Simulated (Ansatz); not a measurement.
# SnH2 (model cell, started as rutile): following an unstable mode, part 2 of 2

Wanted: the energy along a soft mode of SnH2 (model cell, started as rutile) and the structure at the end.

Ansatz 0.2.0; DFT PBE, scalar-relativistic, plane waves, PAW.

So far, highest frequency on path, mesh or solved points (cm⁻¹): step 2 (phonons on a q mesh) 977. Also lowest frequency on the path (cm⁻¹): step 2 -805.

The structure was built from a prototype and need not be the compound's stable phase.

### 3. The mode frozen in, largest atomic shift 0 Å

The mode followed lies at q = (-0.5, -0.5, -0.5) with frequency 793.6i cm⁻¹ and is 2-fold degenerate, one of the unstable modes though not the softest. At small amplitude the pattern taken leaves space group no. 122 by a symmetry search on the positions. The undistorted cell that holds it gives the zero of energy on the same k mesh.

System of this step: SnH2 (model cell, started as rutile). The structure is tetragonal, space group P4_2/mnm (No. 136). Conventional cell: a = 4.858 Å, b = 4.858 Å, c = 3.642 Å, α = 90.00°, β = 90.00°, γ = 90.00°. Nearest to Sn lie 6 H at 2.14 to 2.24 Å. Nearest to H lie 3 Sn at 2.14 to 2.24 Å. Farther neighbours, and contacts between anions beyond the nearest, are not listed.

The input, input.yaml:

```yaml
crystal:
  lattice:
    - [4.8575969519, 0.0, 3.6419952209]
    - [4.8575969519, 0.0, -3.6419952209]
    - [0.0, 4.8575969519, 3.6419952209]
  atoms:
    - { symbol: Sn, position: [0.0, 0.0, 0.0] }
    - { symbol: Sn, position: [0.5, 0.5, 0.0] }
    - { symbol: Sn, position: [0.25, 0.25, 0.5] }
    - { symbol: Sn, position: [0.75, 0.75, 0.5] }
    - { symbol: H, position: [0.0, 0.3110725174, 0.3110725174] }
    - { symbol: H, position: [0.5, 0.8110725174, 0.3110725174] }
    - { symbol: H, position: [0.0, 0.6889274826, 0.6889274826] }
    - { symbol: H, position: [0.5, 0.1889274826, 0.6889274826] }
    - { symbol: H, position: [0.5610725174, 0.25, 0.1889274826] }
    - { symbol: H, position: [0.0610725174, 0.75, 0.1889274826] }
    - { symbol: H, position: [0.9389274826, 0.25, 0.8110725174] }
    - { symbol: H, position: [0.4389274826, 0.75, 0.8110725174] }
kpoints:
  mp_grid: { grid: [8, 8, 8] }
hamiltonian:
  xc: pbe
scf:
  occupations: { method: methfessel_paxton, width: 0.2 }
output:
  forces: true
  stress: true
  eigenvalues: true
```

Launch:

```sh
$ ansatz run input.yaml --threads 8 --pin off --max-ram 14336MiB --backend cpu --events-out ev --progress --plain --runs-dir out
```

The program printed:

```text
[...]
Crystal: 12 atoms, lattice volume = 171.875 Å³
Basis set: ecut = 420 eV, 3329 PW (Γ), exchange–correlation on 90×90×90 points (8 copies of the dense FFT grid, shifted against one another)
Bands: 44, of which v1, the nominal top of the filled ones, is band 32 counted from 1 (31 counted from 0)
Symmetry: 32 space group operations
[...]
k-points: 59 of 512
[...]
k-point 0: bands = [... 28 lower, 2.1300, 2.1300, 4.9015, 5.7685, 5.7685, 8.2648, 8.8637, 9.2465, ... 8 higher]
  k-point 1: bands = [... 28 lower, 2.8406, 2.8406, 4.7626, 5.9329, 5.9329, 8.3545, 8.6086, 8.9817, ... 8 higher]
  k-point 2: bands = [... 28 lower, 3.8301, 3.8301, 4.4714, 6.3680, 6.3680, 7.4820, 8.6195, 9.0879, ... 8 higher]
  k-point 58: bands = [... 28 lower, 3.2074, 3.2074, 7.3240, 7.3240, 8.1228, 8.1228, 9.8881, 9.8881, ... 8 higher]
[key lines of the parts left out:]
SCF converged after 7 iterations
Free energy (F): -24218.142833 eV
Fermi energy:    6.874923 eV
P = ⅓ Tr σ = 0.0436 GPa (0.436 kbar)
```

It took 6 s on 8 threads of Arm Neoverse N1, shared host; peak memory 0.86 GiB.

Numbers from this step:

* pressure: 0.04361 GPa
* energy from the undistorted cell: 0 meV/atom

The run ends at a pressure of 0.04 GPa, with forces up to 0.0039 eV/Å.

### 4. The mode frozen in, largest atomic shift 0.45 Å

The atoms are moved along the unstable eigenvector, the largest shift by 0.45 Å, with the cell fixed.

The input, input.yaml:

```yaml
crystal:
  lattice:
    - [4.8575969519, 0.0, 3.6419952209]
    - [4.8575969519, 0.0, -3.6419952209]
    - [0.0, 4.8575969519, 3.6419952209]
  atoms:
    - { symbol: Sn, position: [9.72258e-05, 0.0, -9.72258e-05] }
    - { symbol: Sn, position: [0.4999027742, 0.5, 9.72258e-05] }
    - { symbol: Sn, position: [0.25, 0.2499027742, 0.4999027742] }
    - { symbol: Sn, position: [0.75, 0.7500972258, 0.5000972258] }
    - { symbol: H, position: [0.058953125, 0.2493484907, 0.3138434191] }
    - { symbol: H, position: [0.441046875, 0.8727965442, 0.3083016157] }
    - { symbol: H, position: [-0.0644949284, 0.7506515093, 0.6916983843] }
    - { symbol: H, position: [0.5644949284, 0.1272034558, 0.6861565809] }
    - { symbol: H, position: [0.4993484907, 0.3144949284, 0.1916983843] }
    - { symbol: H, position: [0.1227965442, 0.6855050716, 0.1861565809] }
    - { symbol: H, position: [1.0006515093, 0.191046875, 0.8138434191] }
    - { symbol: H, position: [0.3772034558, 0.808953125, 0.8083016157] }
kpoints:
  mp_grid: { grid: [8, 8, 8] }
hamiltonian:
  xc: pbe
scf:
  occupations: { method: methfessel_paxton, width: 0.2 }
output:
  forces: true
  stress: true
  eigenvalues: true
```

The program printed:

```text
[...]
Crystal: 12 atoms, lattice volume = 171.875 Å³
Basis set: ecut = 420 eV, 3329 PW (Γ), exchange–correlation on 90×90×90 points (8 copies of the dense FFT grid, shifted against one another)
Bands: 44, of which v1, the nominal top of the filled ones, is band 32 counted from 1 (31 counted from 0)
Symmetry: 8 space group operations
[...]
k-points: 59 of 512 (time reversal used)
[...]
k-point 0: bands = [... 28 lower, 2.6660, 2.6660, 4.0418, 5.1937, 7.4818, 7.6869, 8.9053, 9.1234, ... 7 higher]
  k-point 1: bands = [... 28 lower, 3.0728, 3.1700, 4.1182, 5.3429, 7.2348, 7.7753, 8.5850, 9.0787, ... 7 higher]
  k-point 2: bands = [... 28 lower, 3.7458, 3.9816, 4.3268, 5.7044, 6.9045, 7.5827, 8.0078, 8.9877, ... 7 higher]
  k-point 58: bands = [... 28 lower, 3.2046, 3.2046, 5.9961, 5.9961, 9.1674, 9.1674, 9.8802, 9.8802, ... 7 higher]
[key lines of the parts left out:]
SCF converged after 7 iterations
Free energy (F): -24218.969333 eV
Fermi energy:    6.432138 eV
P = ⅓ Tr σ = 3.4218 GPa (34.218 kbar)
```

Elapsed: 8.4 s, on 8 threads; peak memory 0.77 GiB; 64 s of CPU time.

This step gave:

| Item | Value |
| --- | --- |
| pressure | 3.422 GPa |
| gap on the k-mesh | 0.4219 eV |
| energy from the undistorted cell | -68.91 meV/atom |

The energy, extrapolated to zero smearing, is -68.91 meV/atom against the undistorted cell.

The run ends at a pressure of 3.42 GPa, with forces up to 0.36 eV/Å.

### 5. Energy along the mode, all amplitudes (two of the runs are shown above)

An imaginary frequency means negative curvature, so the energy should fall and then rise again as anharmonic terms take over.

This step gave:

| Quantity | Value |
| --- | --- |
| depth at the lowest point sampled | 68.91 meV/atom |
| largest atomic shift at that point | 0.45 Å |

The energy from the parent by largest atomic shift:

```csv
largest atomic shift (Å),energy from the parent (meV/atom)
0.000,0
0.040,-1.19
0.080,-4.64
0.140,-13.3
0.220,-28.3
0.320,-50.4
0.450,-68.9
0.600,-46.0
```

Displacement at unit largest shift by atom:

| atom | x (Å) | y (Å) | z (Å) | size |
| --- | --- | --- | --- | --- |
| Sn1 | 0.001 | -0.001 | 0.000 | 0.001 |
| Sn2 | -0.001 | 0.001 | 0.000 | 0.001 |
| Sn3 | -0.001 | -0.001 | 0.000 | 0.001 |
| Sn4 | 0.001 | 0.001 | 0.000 | 0.001 |
| H5 | -0.030 | 0.030 | 0.999 | 1.000 |
| H6 | 0.030 | -0.030 | -0.999 | 1.000 |
| H7 | -0.030 | 0.030 | -0.999 | 1.000 |
| H8 | 0.030 | -0.030 | 0.999 | 1.000 |
| H9 | 0.030 | 0.030 | -0.999 | 1.000 |
| H10 | -0.030 | -0.030 | 0.999 | 1.000 |
| H11 | 0.030 | 0.030 | 0.999 | 1.000 |
| H12 | -0.030 | -0.030 | -0.999 | 1.000 |

The lowest step is at 0.45 Å, 68.9 meV/atom below the parent, and the energy rises beyond it.

### 6. Relaxation from the frozen mode

Starting from the lowest point found, all atoms and the cell are let go, so that strain and other modes of the same symmetry can join in.

Changes to input.yaml since step 4:

```diff
@@ -28 +28,6 @@
   eigenvalues: true
+relax:
+  adjacent_minimum: "off"
+  f_tol: 0.002
+  max_steps: 120
+  cell: { stress_tol: 0.03 }
```

The program printed:

```text
[...]
Crystal: 12 atoms, lattice volume = 171.875 Å³
Basis set: ecut = 420 eV, 3329 PW (Γ), exchange–correlation on 90×90×90 points (8 copies of the dense FFT grid, shifted against one another)
Bands: 44, of which v1, the nominal top of the filled ones, is band 32 counted from 1 (31 counted from 0)
Symmetry: 8 space group operations
[...]
k-points: 59 of 512 (time reversal used)
[...]
SCF iter   1: F=—  HF=-24218.974089 eV  |F-HF|=—  |Δ(HF+E_count)|=         —  Δρ=3.35e-3  dr2=2.77e-2  ethr=1.77e-3  ⟨swp⟩=7.0  Hψ=11284  notcnv=0
[...]
SCF iter   7: F=-24218.969333 eV  HF=-24218.969333 eV  |F-HF|=7.46e-9  |Δ(HF+E_count)|=   9.67e-8  S|Δr|=    0.00e0  Δρ=1.83e-6  dr2=6.08e-9  ethr=1.56e-10  ⟨swp⟩=10.7  Hψ=11820  notcnv=0
SCF 1 converged in 7 iterations: F = -24218.969333 eV  dr2 = 6.08e-9
[...]
relax step   1: F+E_penalty+E_count = -24218.96933334 eV  Δ(F+E_penalty+E_count) = +0.000e0 eV  max|allowed force component| = 2.578e-1 eV/Å  Δτ_max = 0.0000 Å  P = +3.422 GPa  Ω = 171.875 Å³  (7 SCF iters, dr2 threshold 1.00e-7 eV, accepted)
Crystal: 12 atoms, lattice volume = 182.699 Å³
Basis set: ecut = 420 eV, 3625 PW (Γ), exchange–correlation on 90×90×90 points (8 copies of the dense FFT grid, shifted against one another)
[...]
SCF iter   6: F=-24219.286182 eV  HF=-24219.286182 eV  |F-HF|=9.87e-8  |Δ(HF+E_count)|=   1.83e-6  S|Δr|=    0.00e0  Δρ=5.05e-6  dr2=5.60e-8  ethr=1.87e-9  ⟨swp⟩=7.9  Hψ=11002  notcnv=0
WARN: on these k-points the computed levels leave a gap of 0.6443 eV at the electron count, 3.2 widths of the methfessel_paxton smearing (0.2000 eV); against the step filling of these same bands (every level under the gap full, every level over it empty) smearing changes F+E_penalty+E_count by +0.172 meV and its σ→0 estimate by -0.183 meV; at least one of the two is larger in size than the energy tolerance (0.100 meV [...]
SCF 2 converged in 6 iterations: F = -24219.286182 eV  dr2 = 5.60e-8
[...]
relax step   2: F+E_penalty+E_count = -24219.28618224 eV  Δ(F+E_penalty+E_count) = -3.168e-1 eV  max|allowed force component| = 1.765e-1 eV/Å  Δτ_max = 0.0648 Å  P = +0.080 GPa  Ω = 182.699 Å³  energy of the carried Pulay correction = -7.504e-3 eV  (6 SCF iters, dr2 threshold 1.20e-6 eV, accepted)
Crystal: 12 atoms, lattice volume = 184.238 Å³
Basis set: ecut = 420 eV, 3617 PW (Γ), exchange–correlation on 90×90×90 points (8 copies of the dense FFT grid, shifted against one another)
[...]
SCF iter   6: F=-24219.417535 eV  HF=-24219.417535 eV  |F-HF|=1.29e-8  |Δ(HF+E_count)|=   3.09e-7  S|Δr|=    0.00e0  Δρ=6.56e-6  dr2=1.16e-7  ethr=1.87e-9  ⟨swp⟩=6.9  Hψ=10589  notcnv=0
SCF 3 converged in 6 iterations: F = -24219.417535 eV  dr2 = 1.16e-7
[...]
relax step   3: F+E_penalty+E_count = -24219.41753512 eV  Δ(F+E_penalty+E_count) = -1.314e-1 eV  max|allowed force component| = 1.482e-1 eV/Å  Δτ_max = 0.0841 Å  P = -0.617 GPa  Ω = 184.238 Å³  energy of the carried Pulay correction = -8.534e-3 eV  (6 SCF iters, dr2 threshold 1.20e-6 eV, accepted)
[... from here on, the SCF cycles and remarks between the steps are left out ...]
relax step   4: F+E_penalty+E_count = -24219.50433848 eV  Δ(F+E_penalty+E_count) = -8.680e-2 eV  max|allowed force component| = 1.091e-1 eV/Å  Δτ_max = 0.1362 Å  P = +0.510 GPa  Ω = 182.265 Å³  energy of the carried Pulay correction = -7.212e-3 eV  (6 SCF iters, dr2 threshold 1.20e-6 eV, accepted)
relax step   5: F+E_penalty+E_count = -24219.51695633 eV  Δ(F+E_penalty+E_count) = -1.262e-2 eV  max|allowed force component| = 5.625e-2 eV/Å  Δτ_max = 0.0888 Å  P = -0.167 GPa  Ω = 181.173 Å³  energy of the carried Pulay correction = -6.474e-3 eV  (5 SCF iters, dr2 threshold 1.20e-6 eV, accepted)
relax step   6: F+E_penalty+E_count = -24219.52774422 eV  Δ(F+E_penalty+E_count) = -1.079e-2 eV  max|allowed force component| = 3.817e-3 eV/Å  Δτ_max = 0.0358 Å  P = +0.029 GPa  Ω = 182.020 Å³  energy of the carried Pulay correction = -7.047e-3 eV  (6 SCF iters, dr2 threshold 1.98e-7 eV, accepted)
relax step   7: F+E_penalty+E_count = -24219.52769547 eV  Δ(F+E_penalty+E_count) = +4.875e-5 eV  max|allowed force component| = 1.272e-3 eV/Å  Δτ_max = 0.0043 Å  P = +0.006 GPa  Ω = 182.246 Å³  energy of the carried Pulay correction = -7.199e-3 eV  (5 SCF iters, dr2 threshold 1.05e-8 eV, accepted)
relax step   8: F+E_penalty+E_count = -24219.54362366 eV  Δ(F+E_penalty+E_count) = -1.593e-2 eV  max|allowed force component| = 1.857e-3 eV/Å  Δτ_max = 0.0000 Å  P = +0.064 GPa  Ω = 182.246 Å³  stress off target by 1.86e-1 GPa  SCF on the basis re-selected at this cell (its energy is not comparable with the rows above)  (6 SCF iters)
relax step   9: F+E_penalty+E_count = -24219.54390025 eV  Δ(F+E_penalty+E_count) = -2.766e-4 eV  max|allowed force component| = 1.338e-3 eV/Å  Δτ_max = 0.0052 Å  P = +0.009 GPa  Ω = 182.664 Å³  energy of the carried Pulay correction = -2.650e-4 eV  (5 SCF iters, dr2 threshold 8.60e-8 eV, accepted)
relax step  10: F+E_penalty+E_count = -24219.54383572 eV  Δ(F+E_penalty+E_count) = +6.454e-5 eV  max|allowed force component| = 3.309e-4 eV/Å  Δτ_max = 0.0019 Å  P = -0.002 GPa  Ω = 182.799 Å³  energy of the carried Pulay correction = -3.533e-4 eV  (6 SCF iters, accepted)
[...]
SCF iter   5: F=-24219.544212 eV  HF=-24219.544212 eV  |F-HF|=2.55e-11  |Δ(HF+E_count)|=  3.78e-10  S|Δr|=    0.00e0  Δρ=8.82e-8  dr2=1.64e-11  ethr=1.00e-12  ⟨swp⟩=7.0  Hψ=10136  notcnv=0
SCF 11 converged in 5 iterations: F = -24219.544212 eV  dr2 = 1.64e-11
relax step  11: F+E_penalty+E_count = -24219.54421229 eV  Δ(F+E_penalty+E_count) = -3.766e-4 eV  max|allowed force component| = 3.570e-4 eV/Å  Δτ_max = 0.0000 Å  P = -0.002 GPa  Ω = 182.799 Å³  stress off target by 5.46e-3 GPa  SCF on the basis re-selected at this cell (its energy is not comparable with the rows above)  (5 SCF iters)
[...]
SCF converged after 5 iterations
[...]
Free energy (F): -24219.544212 eV
[...]
Internal energy: -24219.552747 eV  (E = F + TS)
E sigma→0 (E₀):  -24219.546346 eV
Entropy (-TS):   0.008534 eV (0.711 meV/atom)
Fermi energy:    5.179131 eV
[...]
--- Forces (eV/Å), atoms counted from 1 ---
  atom   1  Sn     0.00009741    -0.00009741     0.00000000
  atom   2  Sn    -0.00009741     0.00009741    -0.00000000
  atom   3  Sn    -0.00009741    -0.00009741     0.00000000
  atom   4  Sn     0.00009741     0.00009741    -0.00000000
  atom   5  H     -0.00017589     0.00004486    -0.00035697
  atom   6  H      0.00004486    -0.00017589     0.00035697
  atom   7  H     -0.00004486     0.00017589     0.00035697
  atom   8  H      0.00017589    -0.00004486    -0.00035697
  atom   9  H      0.00004486     0.00017589     0.00035697
  atom  10  H     -0.00017589    -0.00004486    -0.00035697
  atom  11  H      0.00017589     0.00004486    -0.00035697
  atom  12  H     -0.00004486    -0.00017589     0.00035697
  max |Σ_I F_I| component: 1.38e-17 eV/Å
--- Stress (GPa, compression-positive) ---
       -0.005461       0.000000       0.000000
        0.000000      -0.005461      -0.000000
        0.000000       0.000000       0.004597
  P = ⅓ Tr σ = -0.0021 GPa (-0.021 kbar)
--- Band table (eV; the first three rows and the last of 59) ---
  k-point 0: bands = [... 28 lower, 2.3054, 2.6130, 2.6130, 4.0629, 5.3334, 7.8996, 8.5775, 8.6033, ... 8 higher]
  k-point 1: bands = [... 28 lower, 2.4034, 2.8873, 2.9891, 4.2491, 5.5291, 7.5600, 8.0506, 8.3907, ... 8 higher]
  k-point 2: bands = [... 28 lower, 2.7488, 3.5119, 3.6338, 4.6606, 6.0816, 6.9613, 7.1475, 7.7049, ... 8 higher]
  k-point 58: bands = [... 28 lower, 3.2753, 3.2753, 4.6111, 4.6111, 7.2130, 7.2130, 8.8734, 8.8734, ... 8 higher]
--- Relaxed structure (9 steps of the walk, 9 accepted, 2 SCFs on fresh bases) ---
  F+E_penalty+E_count = -24219.54421229 eV   max|allowed force component| = 3.570e-4 eV/Å   (the final SCF, on the basis selected at the relaxed cell)
  cell:  # Å, volume = 182.7991 Å³
    - [4.707883, 0, 4.123754]
    - [4.707883, 0, -4.123754]
    - [-2.271807e-17, 4.707883, 4.123754]
  atoms:
    - { symbol: Sn, position: [-0.014386, 3.891926e-19, 0.014386] }
    - { symbol: Sn, position: [0.514386, 0.500000, -0.014386] }
    - { symbol: Sn, position: [0.25, 0.264386, 0.514386] }
    - { symbol: Sn, position: [0.75, 0.735614, 0.485614] }
    - { symbol: H, position: [0.064116, 0.215962, 0.337907] }
    - { symbol: H, position: [0.435884, 0.902023, 0.280077] }
    - { symbol: H, position: [-0.121945, 0.784038, 0.719923] }
    - { symbol: H, position: [0.621945, 0.097977, 0.662093] }
    - { symbol: H, position: [0.465962, 0.371945, 0.219923] }
    - { symbol: H, position: [0.152023, 0.628055, 0.162093] }
    - { symbol: H, position: [1.034038, 0.185884, 0.837907] }
    - { symbol: H, position: [0.347977, 0.814116, 0.780077] }
```

It took 1.8 min on 8 threads; peak memory 0.88 GiB.

Step by step:

| step | energy less that of the first step (eV) | largest force component (eV/Å) | pressure (GPa) | volume (Å³) |
| --- | --- | --- | --- | --- |
| 1 | 0.0000 | 0.2578 | 3.42 | 171.87 |
| 2 | -0.3168 | 0.1765 | 0.08 | 182.70 |
| 3 | -0.4482 | 0.1482 | -0.62 | 184.24 |
| 4 | -0.5350 | 0.1091 | 0.51 | 182.27 |
| 5 | -0.5476 | 0.0563 | -0.17 | 181.17 |
| 6 | -0.5584 | 0.0038 | 0.03 | 182.02 |
| 7 | -0.5584 | 0.0013 | 0.01 | 182.25 |
| 8* | -0.5743 | 0.0019 | 0.06 | 182.25 |
| 9 | -0.5746 | 0.0013 | 0.01 | 182.66 |
| 10 | -0.5745 | 0.0003 | 0.00 | 182.80 |
| 11* | -0.5749 | 0.0004 | 0.00 | 182.80 |

Relaxation steps marked * repeat the geometry before them on a plane-wave basis chosen anew for their cell, so energy and pressure can jump there.

Forces are held to the 8 operations that the program found; a distortion that breaks them can't arise in this run.

```
     cell as run  before   after   change
           a (Å)   6.071   6.259   +3.1 %
           b (Å)   6.071   6.259   +3.1 %
           c (Å)   6.071   6.259   +3.1 %
           α (°)  111.09  115.73   +4.2 %
           β (°)   68.91   64.27   -6.7 %
           γ (°)   73.72   82.43  +11.8 %
volume (Å³/atom)   14.32   15.23   +6.4 %
```

The atoms that moved most (Å, as changes of fractional coordinates times the final cell):

| atom | dx | dy | dz | length |
| --- | --- | --- | --- | --- |
| H7 | -0.113 | 0.133 | -0.258 | 0.312 |
| H10 | -0.133 | -0.113 | 0.258 | 0.312 |
| H8 | 0.133 | -0.113 | 0.258 | 0.312 |
| H9 | 0.113 | 0.133 | -0.258 | 0.312 |
| H5 | -0.133 | 0.113 | 0.258 | 0.312 |
| H6 | 0.113 | -0.133 | -0.258 | 0.312 |
| H11 | 0.133 | 0.113 | 0.258 | 0.312 |
| H12 | -0.113 | -0.133 | -0.258 | 0.312 |

Final coordinates:

```
Sn H
1.0
     4.70788    0.00000    4.12375
     4.70788    0.00000   -4.12375
     0.00000    4.70788    4.12375
Sn H
4 8
Direct
  0.98561 0.00000 0.01439
  0.51439 0.50000 0.98561
  0.25000 0.26439 0.51439
  0.75000 0.73561 0.48561
  0.06412 0.21596 0.33791
  0.43588 0.90202 0.28008
  0.87805 0.78404 0.71992
  0.62195 0.09798 0.66209
  0.46596 0.37195 0.21992
  0.15202 0.62805 0.16209
  0.03404 0.18588 0.83791
  0.34798 0.81412 0.78008
```

Numbers from this step:

- pressure: -0.002108 GPa
- volume per atom: 15.23 Å³
- gap on the k-mesh: 0.2119 eV

The distorted start has space group I-42d; the relaxation ends in I-42d.

### 7. Results

| Quantity | Value |
| --- | --- |
| unstable mode of the parent | q = (-0.5, -0.5, -0.5), 794i cm⁻¹ |
| depth at the lowest point sampled | 68.9 meV/atom |
| largest atomic shift at that point | 0.45 Å |
| space group reached | I-42d |
| energy gained over the parent (first relaxation, on the mesh of the frozen mode) | 117 meV/atom |
| volume per atom, phase reached | 15.2 Å³ |
| gap on the k-mesh, phase reached | 0.212 eV |

In words: Along this mode the structure falls into I-42d, 117 meV/atom below the parent. At the parent's cell the well is 68.91 meV/atom deep on the steps tried, with its lowest point at a shift of 0.45 Å. Relaxing atoms and cell changes the gain by +47.98 meV/atom against the lowest step (energies at zero smearing). The modes of the phase reached were not computed. Of the 6 patterns followed from this parent, this one ends 31.3 meV/atom above the lowest, P4_32_12. Differences under 1.0 meV/atom are within the error of comparing unlike cells and meshes, so the order among close phases is not settled. Each path keeps the symmetry of its pattern, so a lower phase may lie along a pattern not tried. With no gap, or one that is small against the smearing, the frequencies hang on the k mesh and the smearing, most of all near Kohn anomalies. Spin-orbit coupling is left out, which can matter for the heavy elements here. The starting cell was built on a prototype and not taken from a measurement, so the phase need not exist.

[Long decimals in the printed logs are rounded to 6 places.]

[Logs are printed without paths, hosts, clocks, repeated set-up lines and the standing remarks that a program may print on its own settings, such as how far it seeks lower states.]

[Hosts, paths, dates, database ids (printed as entryN), source tags and the programs' standing remarks are cut or masked in the printed files.]

[Where the starting crystal was built by hand or by swapping elements, it need not be the compound's stable phase.]
